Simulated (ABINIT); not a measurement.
# WS2 (Tungstenite): one start, several treatments of the self-energy

How much does the gap of WS2 (Tungstenite) depend on the approximation to the self-energy?

Main program and level: ABINIT 10.8.3; PBE and many-body steps on it, plane waves.

Most raw output is cut from this account.

## (1) The structure

The structure is hexagonal, space group P6_3/mmc (No. 194). Conventional cell: a = 3.153 Å, b = 3.153 Å, c = 12.323 Å, α = 90.00°, β = 90.00°, γ = 120.00°. Nearest to W lie 6 S at 2.40 Å. Nearest to S lie 3 W at 2.40 Å. Farther neighbours and most contacts between anions are not listed.

The cell and positions come from the Crystallography Open Database and are kept as given unless a step says otherwise. Spin-orbit coupling is left out unless a step names it.

## (2) Empty states on the mesh, 6×6×1 mesh, 260 bands

This step: ABINIT 10.8.3; DFT, PBE, plane waves, norm-conserving pseudopotentials.

The sums over transitions need many empty states on a uniform mesh; this step solves for them.

run.abi reads:

```
acell 3*1.0 Angstrom
rprim 
  3.153199999992 0.000000000002 0.000000000000
  -1.576599999998 2.730751303206 0.000000000000
  0.000000000000 0.000000000000 12.323000000000
ntypat 2
znucl 74 16
natom 6
typat 1 1 2 2 2 2
xred 
  0.333333333333 0.666666666667 0.250000000000
  0.666666666667 0.333333333333 0.750000000000
  0.333333333333 0.666666666667 0.622500000000
  0.666666666667 0.333333333333 0.122500000000
  0.333333333333 0.666666666667 0.877500000000
  0.666666666667 0.333333333333 0.377500000000
pp_dirpath "pseudos"
pseudos "W.upf, S.upf"
ecut 31
ngkpt 6 6 1
nshiftk 1
shiftk 0 0 0
kptopt 1
chksymbreak 0
irdden 1
istwfk *1
nband 260
prtvol 0
optdriver 6
gwr_task "HDIAGO"
paral_kgb 0
occopt 1
indata_prefix "in"
outdata_prefix "out"
tmpdata_prefix "tmp"
```

On the command line:

```
$ OMP_NUM_THREADS=1 mpirun -n 8 abinit run.abi > log
```

The job ended after 2.3 min (8 MPI ranks of Arm Neoverse V1, shared host; peak memory 15 GiB).

This step gave:

```yaml
gap: 0.9806 eV
k_of_the_valence_top: 0, 0, 0
k_of_the_conduction_bottom: 0.1667, 0.1667, 0
least_direct_gap: 1.837 eV
k_points_computed: 7
lowest_point_of_the_top_converged_band_above_the_valence_top: 81.7645 eV
```

On this mesh the gap is 0.981 eV.

The density comes from a self-consistent run that is not shown.

## (3) Screening, 6×6×1 mesh, 252 bands, screening to 152.4 eV

The RPA dielectric matrix is built and inverted for each q.

This step: RPA screening on PBE, plane waves, norm-conserving pseudopotentials.

Changes to run.abi since step 2:

```diff
@@ -24,10 +24,11 @@
 chksymbreak 0
-irdden 1
 istwfk *1
-nband 260
-prtvol 0
-optdriver 6
-gwr_task "HDIAGO"
-paral_kgb 0
 occopt 1
+irdwfk 1
+optdriver 3
+nband 252
+ecuteps 5.6
+inclvkb 2
+awtr 1
+symchi 1
 indata_prefix "in"
```

Elapsed: 2.5 min, on 8 MPI ranks; peak memory 3.1 GiB.

Numbers from this step:

| Item | Value |
| --- | --- |
| ε∞ with local fields, on this mesh, along the program's q direction | 13.52 |
| the same without local fields | 15.08 |
| plasma frequency | 25.99 eV |
| plane waves in the screening matrix | 463 |

Local fields lower ε∞ by 10 %. On a Γ-centred mesh this coarse the value itself is usually too large, while a short band sum pulls it down.

## (4) G0W0, Godby-Needs plasmon pole

The self-energy is evaluated for the states that the input lists, and the levels follow from it, in one-shot runs by the linearised quasiparticle equation.

This step: G0W0 on PBE, plane waves, norm-conserving pseudopotentials.

Changes to run.abi since step 3:

```diff
@@ -27,8 +27,19 @@
 irdwfk 1
-optdriver 3
+optdriver 4
 nband 252
+gwcalctyp 0
+ecutsigx 31
+symsigma 1
+nkptgw 3
+kptgw 
+  0.0000000000 0.0000000000 0.0000000000
+  0.1666666667 0.1666666667 0.0000000000
+  0.3333333333 0.3333333333 0.0000000000
+bdgw 
+  25 28
+  25 28
+  25 28
 ecuteps 5.6
-inclvkb 2
-awtr 1
-symchi 1
+irdscr 1
+ppmodel 1
 indata_prefix "in"
```

Elapsed: 53 s, on 8 MPI ranks; peak memory 2.6 GiB.

This step gave:

- G0W0 gap on the points computed: 1.316 eV
- starting gap on the mesh: 0.9806 eV
- k of the valence top: 0, 0, 0
- k of the conduction bottom: 0.1667, 0.1667, 0
- Z at the valence top: 0.785
- Z at the conduction bottom: 0.794
- least direct G0W0 gap on the computed points: 2.402 eV

The gap on the mesh goes from 0.98 eV to 1.32 eV, a correction of +0.34 eV.

## (5) G0W0, Hybertsen-Louie plasmon pole

Changes to run.abi since step 4:

```diff
@@ -43,3 +43,3 @@
 irdscr 1
-ppmodel 1
+ppmodel 2
 indata_prefix "in"
```

Wall time 51 s (8 MPI ranks); peak memory 2.5 GiB.

Numbers from this step:

```yaml
g0w0_gap_on_the_points_computed: 1.299 eV
starting_gap_on_the_mesh: 0.9806 eV
k_of_the_valence_top: 0, 0, 0
k_of_the_conduction_bottom: 0.1667, 0.1667, 0
z_at_the_valence_top: 0.823
z_at_the_conduction_bottom: 0.829
least_direct_g0w0_gap_on_the_computed_points: 2.415 eV
```

Against G0W0 in ABINIT (6×6×1 mesh, 252 bands, screening to 152.4 eV, Godby-Needs plasmon pole), the gap moves by −0.017 eV.

## (6) G0W0, von der Linden-Horsch plasmon pole

Changes to run.abi since step 5:

```diff
@@ -43,3 +43,3 @@
 irdscr 1
-ppmodel 2
+ppmodel 3
 indata_prefix "in"
```

It took 22 s on 8 MPI ranks; peak memory 2.3 GiB; 2.9 min of CPU time.

This step gave:

* G0W0 gap on the points computed: 1.327 eV
* starting gap on the mesh: 0.9806 eV
* k of the valence top: 0, 0, 0
* k of the conduction bottom: 0.1667, 0.1667, 0
* least direct G0W0 gap on the computed points: 2.493 eV

Against G0W0 in ABINIT (6×6×1 mesh, 252 bands, screening to 152.4 eV, Godby-Needs plasmon pole), the gap moves by +0.011 eV.

## (7) G0W0, Engel-Farid plasmon pole

Changes to run.abi since step 6:

```diff
@@ -43,3 +43,3 @@
 irdscr 1
-ppmodel 3
+ppmodel 4
 indata_prefix "in"
```

Run time: 22 s. Hardware: 8 MPI ranks; peak memory 2.3 GiB; 2.9 min of CPU time.

Numbers from this step:

* G0W0 gap on the points computed: 1.345 eV
* starting gap on the mesh: 0.9806 eV
* k of the valence top: 0, 0, 0
* k of the conduction bottom: 0.1667, 0.1667, 0
* least direct G0W0 gap on the computed points: 2.437 eV

Against G0W0 in ABINIT (6×6×1 mesh, 252 bands, screening to 152.4 eV, Godby-Needs plasmon pole), the gap moves by +0.029 eV.

## (8) One-shot SEX

This step: one-shot SEX on PBE, plane waves, norm-conserving pseudopotentials.

Changes to run.abi since step 7:

```diff
@@ -29,3 +29,3 @@
 nband 252
-gwcalctyp 0
+gwcalctyp 6
 ecutsigx 31
@@ -43,3 +43,2 @@
 irdscr 1
-ppmodel 4
 indata_prefix "in"
```

The job ended after 5.4 s (8 MPI ranks; peak memory 0.37 GiB).

Numbers from this step:

```yaml
quasiparticle_gap_on_the_points_computed: 0.8180 eV
starting_gap_on_the_mesh: 0.9806 eV
k_of_the_valence_top: 0, 0, 0
k_of_the_conduction_bottom: 0.1667, 0.1667, 0
least_direct_quasiparticle_gap_on_the_computed_points: 2.606 eV
```

Against G0W0 in ABINIT (6×6×1 mesh, 252 bands, screening to 152.4 eV, Godby-Needs plasmon pole), the gap moves by −0.498 eV.

## (9) One-shot COHSEX

This step: one-shot COHSEX on PBE, plane waves, norm-conserving pseudopotentials.

Changes to run.abi since step 8:

```diff
@@ -29,3 +29,3 @@
 nband 252
-gwcalctyp 6
+gwcalctyp 7
 ecutsigx 31
```

The job ended after 5.5 s (8 MPI ranks; peak memory 0.37 GiB).

This step gave:

| Quantity | Value |
| --- | --- |
| quasiparticle gap on the points computed | 1.609 eV |
| starting gap on the mesh | 0.9806 eV |
| k of the valence top | 0, 0, 0 |
| k of the conduction bottom | 0.1667, 0.1667, 0 |
| least direct quasiparticle gap on the computed points | 2.548 eV |

Against G0W0 in ABINIT (6×6×1 mesh, 252 bands, screening to 152.4 eV, Godby-Needs plasmon pole), the gap moves by +0.293 eV.

## (10) One-shot Hartree-Fock

This step: one-shot Hartree-Fock on PBE, plane waves, norm-conserving pseudopotentials.

Changes to run.abi since step 9:

```diff
@@ -28,4 +28,4 @@
 optdriver 4
-nband 252
-gwcalctyp 7
+nband 30
+gwcalctyp 5
 ecutsigx 31
@@ -41,4 +41,4 @@
   25 28
-ecuteps 5.6
-irdscr 1
+ixc_sigma 40
+fftgw 31
 indata_prefix "in"
```

It took 4.8 s on 8 MPI ranks; peak memory 0.37 GiB; 38 s of CPU time.

This step gave:

```
quasiparticle gap on the points computed              : 5.593 eV
starting gap on the mesh                              : 0.9806 eV
k of the valence top                                  : 0, 0, 0
k of the conduction bottom                            : 0.1667, 0.1667, 0
least direct quasiparticle gap on the computed points : 6.776 eV
```

Against G0W0 in ABINIT (6×6×1 mesh, 252 bands, screening to 152.4 eV, Godby-Needs plasmon pole), the gap moves by +4.277 eV.

## (11) The runs together

Times are wall times on 8 MPI ranks of Arm Neoverse V1, shared host, good to a factor of about two. A run's time includes the screening step that it read.

```csv
run,mesh,bands,screening cutoff (eV),DFT gap (eV),gap on the mesh (eV),direct (eV),ε∞ used,time
"G0W0, Godby-Needs plasmon pole",6×6×1,252,152.4,0.981,1.316,2.402,13.52,3.4 min
"G0W0, Hybertsen-Louie plasmon pole",6×6×1,252,152.4,0.981,1.299,2.415,13.52,3.4 min
"G0W0, von der Linden-Horsch plasmon pole",6×6×1,252,152.4,0.981,1.327,2.493,13.52,2.9 min
"G0W0, Engel-Farid plasmon pole",6×6×1,252,152.4,0.981,1.345,2.437,13.52,2.9 min
one-shot SEX,6×6×1,252,152.4,0.981,0.818,2.606,13.52,2.6 min
one-shot COHSEX,6×6×1,252,152.4,0.981,1.609,2.548,13.52,2.6 min
one-shot Hartree-Fock,6×6×1,-,-,0.981,5.593,6.776,-,4.8 s
```

## (12) Summary of results

```
G0W0, Godby-Needs plasmon pole           : 1.316 eV
G0W0, Hybertsen-Louie plasmon pole       : 1.299 eV
G0W0, von der Linden-Horsch plasmon pole : 1.327 eV
G0W0, Engel-Farid plasmon pole           : 1.345 eV
one-shot SEX                             : 0.818 eV
one-shot COHSEX                          : 1.609 eV
one-shot Hartree-Fock                    : 5.593 eV
known limits                             : not at the basis limit; no spin-orbit coupling; coarse k mesh
```

What this shows: G0W0, Hybertsen-Louie plasmon pole: −0.017 eV against G0W0, Godby-Needs plasmon pole. G0W0, von der Linden-Horsch plasmon pole: +0.011 eV against G0W0, Godby-Needs plasmon pole. G0W0, Engel-Farid plasmon pole: +0.029 eV against G0W0, Godby-Needs plasmon pole. One-shot SEX: −0.498 eV against G0W0, Godby-Needs plasmon pole. One-shot COHSEX: +0.293 eV against G0W0, Godby-Needs plasmon pole. One-shot Hartree-Fock: +4.277 eV against G0W0, Godby-Needs plasmon pole. Bare exchange alone opens the gap to 5.59 eV; against G0W0, correlation takes back 4.28 eV. Static COHSEX lies above G0W0: it lacks the factor Z and overstates the Coulomb hole of the filled states. Bands and cutoff are finite, so the gap is not at the basis limit. The miss can reach some tenths of an eV and take either sign; the mesh is an error of its own. In the G0W0 runs levels were corrected at 3 k points alone, so a gap called «on the mesh» is the least over those, and an edge elsewhere would be missed. The 6×6×1 mesh is coarse for this cell, which bears on the long-range parts of exchange and screening. The many-body steps are scalar-relativistic: spin-orbit coupling is not in them.

[Paths, hosts, dates, memory and timing lines, banners, echoed tables and standing remarks are left out of the program output.]

[Logs are printed without paths, hosts, clocks, repeated set-up lines and the standing remarks that a program may print on its own settings, such as how far it seeks lower states.]

[Runs of the session that timed out or met a known fault of the program may be left out.]

[Hosts, paths, dates, database ids (printed as entryN), source tags and the programs' standing remarks are cut or masked in the printed files.]

[G0W0 gaps are taken among the corrected bands and points alone; a level outside them can change the order at an edge.]

[Where Ansatz stands beside ABINIT at settings called matched, ABINIT's density can come from a denser mesh and the files from another edition; pairs whose starting gaps differed by over 0.03 eV were left out, so agreement reads better than it is.]
